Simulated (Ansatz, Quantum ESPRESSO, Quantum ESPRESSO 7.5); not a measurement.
**Evanescent states of CdS, zinc blende type, lattice constant set to 5.762 Å**

Wanted: the complex band structure of CdS, zinc blende type, lattice constant set to 5.762 Å, as for a tunnel barrier.

Calculated with Quantum ESPRESSO 7.5; plane-wave DFT, PBE, GBRV ultrasoft pseudopotentials (cross-check by Ansatz 0.2.0 with PAW datasets).

## Step 1: The starting structure

It takes space group F-43m (No. 216, cubic). The conventional cell has a = 5.762 Å, b = 5.762 Å, c = 5.762 Å, α = 90.00°, β = 90.00°, γ = 90.00°. Nearest to Cd lie 4 S at 2.50 Å. Nearest to S lie 4 Cd at 2.50 Å. Farther neighbours and most contacts between anions are not listed.

## Step 2: Ground state

pwcond needs a cell whose third axis lies along the current and stands perpendicular to the other two.

scf.in reads:

```
&control
  prefix = 'scf'
  outdir = './out'
  pseudo_dir = './pseudo'
  calculation = 'scf'
  tprnfor = .true.
/
&system
  ibrav = 0
  nat = 4
  ntyp = 2
  ecutwfc = 40
  ecutrho = 200
  occupations = 'fixed'
  nbnd = 22
/
&electrons
  conv_thr = 1e-09
  mixing_beta = 0.6
  electron_maxstep = 120
/
ATOMIC_SPECIES
  Cd  112.4140  cd_pbe_v1.uspp.F.UPF
  S   32.0600  s_pbe_v1.4.uspp.F.UPF
CELL_PARAMETERS angstrom
  4.07434927319689 0.00000000000000 0.00000000000000
  0.00000000000000 4.07434927319689 0.00000000000000
  0.00000000000000 0.00000000000000 5.76200000000000
ATOMIC_POSITIONS crystal
  Cd  0.000000000000 0.000000000000 0.000000000000
  S   0.500000000000 0.000000000000 0.250000000000
  Cd  0.500000000000 0.500000000000 0.500000000000
  S   0.000000000000 0.500000000000 0.750000000000
K_POINTS automatic
  6 6 6 0 0 0
```

The run is started by

```sh
$ OMP_NUM_THREADS=1 mpirun -n 2 pw.x -nk 2 -in scf.in > scf.out
```

The log of the run:

```text
Program PWSCF v.7.5 starts
[citation notice left out]

     Parallel version (MPI & OpenMP), running on       2 processor cores
     Number of MPI processes:                 2
     Threads/MPI process:                     1

     MPI processes distributed on     1 nodes
[...]
Current dimensions of program PWSCF are:
     Max number of different atomic species (ntypx) = 10
     Max number of k-points (npk) =  40000
     Max angular momentum in pseudopotentials (lmaxx) =  4
     Found identity + ( -0.5000 -0.5000 -0.5000) symmetry
     This is a supercell, fractional translations are disabled
     Message from routine setup:
     using ibrav=0 with symmetry is DISCOURAGED, use correct ibrav instead

     K-points division:     npool     =       2
     Subspace diagonalization in iterative solution of the eigenvalue problem:
     a serial algorithm will be used

     G-vector sticks info
     --------------------
     sticks:   dense  smooth     PW     G-vecs:    dense   smooth      PW
     Sum         949     749    225                30837    21967    3641

     Using Slab Decomposition

     bravais-lattice index     =            0
     lattice parameter (alat)  =       7.6994  a.u.
     unit-cell volume          =     645.4853 (a.u.)^3
     number of atoms/cell      =            4
     number of atomic types    =            2
     number of electrons       =        36.00
     number of Kohn-Sham states=           22
     kinetic-energy cutoff     =      40.0000  Ry
     charge density cutoff     =     200.0000  Ry
     scf convergence threshold =      1.0E-09
     mixing beta               =       0.6000
     number of iterations used =            8  plain     mixing
     Exchange-correlation=  SLA  PW   PBX  PBC
                           (   1   4   3   4   0   0   0)

     celldm(1)=   7.699404  celldm(2)=   0.000000  celldm(3)=   0.000000
     celldm(4)=   0.000000  celldm(5)=   0.000000  celldm(6)=   0.000000

     crystal axes: (cart. coord. in units of alat)
               a(1) = (   1.000000   0.000000   0.000000 )
               a(2) = (   0.000000   1.000000   0.000000 )
               a(3) = (   0.000000   0.000000   1.414214 )

     reciprocal axes: (cart. coord. in units 2 pi/alat)
               b(1) = (  1.000000  0.000000  0.000000 )
               b(2) = (  0.000000  1.000000  0.000000 )
               b(3) = (  0.000000  0.000000  0.707107 )

     PseudoPot. # 1 for Cd read from file:
     ./pseudo/cd_pbe_v1.uspp.F.UPF
     Pseudo is Ultrasoft + core correction, Zval = 12.0
     Generated by new atomic code, or converted to UPF format
     Using radial grid of  889 points,  6 beta functions with:
                l(1) =   0
                l(2) =   0
                l(3) =   1
                l(4) =   1
                l(5) =   2
                l(6) =   2
     Q(r) pseudized with  6 coefficients,  rinner =    1.000   1.000   1.000
                                                       1.000   1.000

     PseudoPot. # 2 for S  read from file:
     ./pseudo/s_pbe_v1.4.uspp.F.UPF
     Pseudo is Ultrasoft + core correction, Zval =  6.0
     Generated by new atomic code, or converted to UPF format
     Using radial grid of  907 points,  6 beta functions with:
                l(1) =   0
                l(2) =   0
                l(3) =   1
                l(4) =   1
                l(5) =   2
                l(6) =   2
     Q(r) pseudized with  8 coefficients,  rinner =    1.300   1.300   1.300
                                                       1.300   1.300

     atomic species   valence    mass     pseudopotential
     Cd               12.00   112.41400     Cd( 1.00)
     S                 6.00    32.06000     S ( 1.00)

      8 Sym. Ops. (no inversion) found

   Cartesian axes

     site n.     atom                  positions (alat units)
         1        Cd     tau(   1) = (   0.0000000   0.0000000   0.0000000  )
         2        S      tau(   2) = (   0.5000000   0.0000000   0.3535534  )
         3        Cd     tau(   3) = (   0.5000000   0.5000000   0.7071068  )
         4        S      tau(   4) = (   0.0000000   0.5000000   1.0606602  )

     number of k points=    40
                       cart. coord. in units 2pi/alat
        k(    1) = (   0.0000000   0.0000000   0.0000000), wk =   0.0092593
        k(    2) = (   0.0000000   0.0000000   0.1178511), wk =   0.0185185
        k(    3) = (   0.0000000   0.0000000   0.2357023), wk =   0.0185185
        k(    4) = (   0.0000000   0.0000000  -0.3535534), wk =   0.0092593
        k(    5) = (   0.0000000   0.1666667   0.0000000), wk =   0.0370370
        k(    6) = (   0.0000000   0.1666667   0.1178511), wk =   0.0740741
        k(    7) = (   0.0000000   0.1666667   0.2357023), wk =   0.0740741
        k(    8) = (   0.0000000   0.1666667  -0.3535534), wk =   0.0370370
        k(    9) = (   0.0000000   0.3333333   0.0000000), wk =   0.0370370
        k(   10) = (   0.0000000   0.3333333   0.1178511), wk =   0.0740741
[...]
k(   40) = (  -0.5000000  -0.5000000  -0.3535534), wk =   0.0092593

     Dense  grid:    30837 G-vectors     FFT dimensions: (  36,  36,  50)

     Smooth grid:    21967 G-vectors     FFT dimensions: (  32,  32,  45)

     Estimated max dynamical RAM per process >      87.83 MB

     Estimated total dynamical RAM >     168.14 MB

     Check: negative core charge=   -0.000002

     Initial potential from superposition of free atoms

     starting charge      34.9998, renormalised to      36.0000

     negative rho (up, down):  4.174E-02 0.000E+00
     Starting wfcs are   26 randomized atomic wfcs

     total cpu time spent up to now is        2.1 secs

     per-process dynamical memory:    45.0 Mb

     Self-consistent Calculation

     iteration #  1     ecut=    40.00 Ry     beta= 0.60
     Davidson diagonalization with overlap
     ethr =  1.00E-02,  avg # of iterations =  3.0

     Threshold (ethr) on eigenvalues was too large:
     Diagonalizing with lowered threshold

     Davidson diagonalization with overlap
     ethr =  5.97E-04,  avg # of iterations =  2.0

     negative rho (up, down):  4.042E-02 0.000E+00

     total cpu time spent up to now is        8.2 secs

     total energy              =    -277.73487142 Ry
     estimated scf accuracy    <       0.22321565 Ry

     iteration #  2     ecut=    40.00 Ry     beta= 0.60
[...]
negative rho (up, down):  4.130E-02 0.000E+00

[...]
total energy              =    -277.81213043 Ry
     estimated scf accuracy    <       0.05741891 Ry

     iteration #  3     ecut=    40.00 Ry     beta= 0.60
[...]
negative rho (up, down):  4.171E-02 0.000E+00

[...]
total energy              =    -277.82156194 Ry
     estimated scf accuracy    <       0.00164389 Ry

     iteration #  4     ecut=    40.00 Ry     beta= 0.60
[...]
negative rho (up, down):  4.170E-02 0.000E+00

[...]
total energy              =    -277.82204511 Ry
     estimated scf accuracy    <       0.00034660 Ry

     iteration #  5     ecut=    40.00 Ry     beta= 0.60
[...]
negative rho (up, down):  4.176E-02 0.000E+00

[...]
total energy              =    -277.82212081 Ry
     estimated scf accuracy    <       0.00003735 Ry

     iteration #  6     ecut=    40.00 Ry     beta= 0.60
[...]
negative rho (up, down):  4.178E-02 0.000E+00

[...]
total energy              =    -277.82214038 Ry
     estimated scf accuracy    <       0.00001981 Ry

     iteration #  7     ecut=    40.00 Ry     beta= 0.60
[...]
negative rho (up, down):  4.179E-02 0.000E+00

[...]
total energy              =    -277.82214644 Ry
     estimated scf accuracy    <       0.00000014 Ry

     iteration #  8     ecut=    40.00 Ry     beta= 0.60
[...]
negative rho (up, down):  4.179E-02 0.000E+00

[...]
total energy              =    -277.82214692 Ry
     estimated scf accuracy    <       0.00000017 Ry

     iteration #  9     ecut=    40.00 Ry     beta= 0.60
[...]
negative rho (up, down):  4.179E-02 0.000E+00

[...]
total energy              =    -277.82214690 Ry
     estimated scf accuracy    <       0.00000004 Ry

     iteration # 10     ecut=    40.00 Ry     beta= 0.60
[...]
negative rho (up, down):  4.179E-02 0.000E+00

[...]
total energy              =    -277.82214692 Ry
     estimated scf accuracy    <       0.00000002 Ry

     iteration # 11     ecut=    40.00 Ry     beta= 0.60
[...]
negative rho (up, down):  4.179E-02 0.000E+00

[...]
End of self-consistent calculation

          k = 0.0000 0.0000 0.0000 (  2773 PWs)   bands (ev):

    -6.5157  -5.9010  -1.7482  -1.7481  -1.7481  -1.5257  -1.3587  -1.3587
    -1.2137  -1.2135  -1.1154  -0.7355   1.9771   4.0791   4.0791   6.1155
     6.1160   6.1160   7.3044   9.5999  10.4995  12.5989

          k = 0.0000 0.0000 0.1179 (  2770 PWs)   bands (ev):

    -6.4743  -5.9409  -1.7303  -1.7261  -1.7261  -1.5191  -1.3902  -1.3902
    -1.2225  -1.2069  -1.1221  -0.8694   2.2530   4.1981   4.1981   5.5213
     5.9493   5.9493   7.9529   9.6992  10.5403  12.2589

          k = 0.0000 0.0000 0.2357 (  2762 PWs)   bands (ev):

    -6.3607  -6.0517  -1.6718  -1.6637  -1.6637  -1.5179  -1.4709  -1.4709
    -1.2417  -1.1891  -1.1400  -1.1087   2.9139   4.5302   4.5302   4.6250
     5.5275   5.5275   8.9498   9.9239  10.6097  11.5556

          k = 0.0000 0.0000-0.3536 (  2710 PWs)   bands (ev):

    -6.2055  -6.2055  -1.5772  -1.5772  -1.5717  -1.5717  -1.5717  -1.5717
    -1.2356  -1.2356  -1.1645  -1.1645   3.7390   3.7390   5.0077   5.0077
     5.0077   5.0077   9.7580   9.7580  10.8987  10.8987

          k = 0.0000 0.1667 0.0000 (  2763 PWs)   bands (ev):

    -6.4354  -5.9044  -1.7234  -1.7092  -1.6885  -1.5224  -1.3881  -1.3511
    -1.2227  -1.2073  -1.1396  -0.6354   1.9822   3.6347   4.2558   5.0046
     5.7742   6.0321   8.2867  10.0592  11.0685  12.2584

          k = 0.0000 0.1667 0.1179 (  2765 PWs)   bands (ev):

    -6.3992  -5.9386  -1.7066  -1.7065  -1.6464  -1.5269  -1.4197  -1.3661
    -1.2146  -1.2144  -1.1395  -0.7547   2.1474   3.8364   4.3610   4.5543
     5.8918   5.8921   8.4726  10.1422  11.0859  12.2860

[...]
highest occupied, lowest unoccupied level (ev):     6.1160    7.3044

!    total energy              =    -277.82214692 Ry
     estimated scf accuracy    <          6.3E-10 Ry

     The total energy is the sum of the following terms:
     one-electron contribution =     -73.42777093 Ry
     hartree contribution      =      64.22707685 Ry
     xc contribution           =     -95.82535667 Ry
     ewald contribution        =    -172.79609617 Ry

     convergence has been achieved in  11 iterations

     negative rho (up, down):  4.179E-02 0.000E+00

     Forces acting on atoms (cartesian axes, Ry/au):

     atom    1 type  1   force =     0.00000000    0.00000000    0.00000000
     atom    2 type  2   force =     0.00000000    0.00000000   -0.00000014
     atom    3 type  1   force =     0.00000000    0.00000000    0.00000000
     atom    4 type  2   force =     0.00000000    0.00000000    0.00000014

     Total force =     0.000000     Total SCF correction =     0.000002
     SCF correction compared to forces is large: reduce conv_thr to get better values

[...]
=------------------------------------------------------------------------------=
   JOB DONE.
=------------------------------------------------------------------------------=
```

Elapsed: 65 s, on 2 MPI ranks of Arm Neoverse N1, shared host; peak memory 0.25 GiB.

Numbers from this step:

| Quantity | Value |
| --- | --- |
| free energy | -3779.9629 eV |
| valence top, on the run's zero | 6.116 eV |
| conduction bottom, on the run's zero | 7.304 eV |
| gap by band count | 1.188 eV |

The run needed 11 iterations to bring the estimated error under 1e-09 Ry.

(Continued in part 2 of 4.)

[Logs are printed without paths, hosts, clocks, repeated set-up lines and the standing remarks that a program may print on its own settings, such as how far it seeks lower states.]

[Hosts, paths, dates, database ids (printed as entryN), source tags and the programs' standing remarks are cut or masked in the printed files.]

[Maps of the electrostatic potential energy from Ansatz leave out the sawtooth potential of an applied field or a dipole correction, so their vacuum need not be flat; planar profiles and work functions include it.]
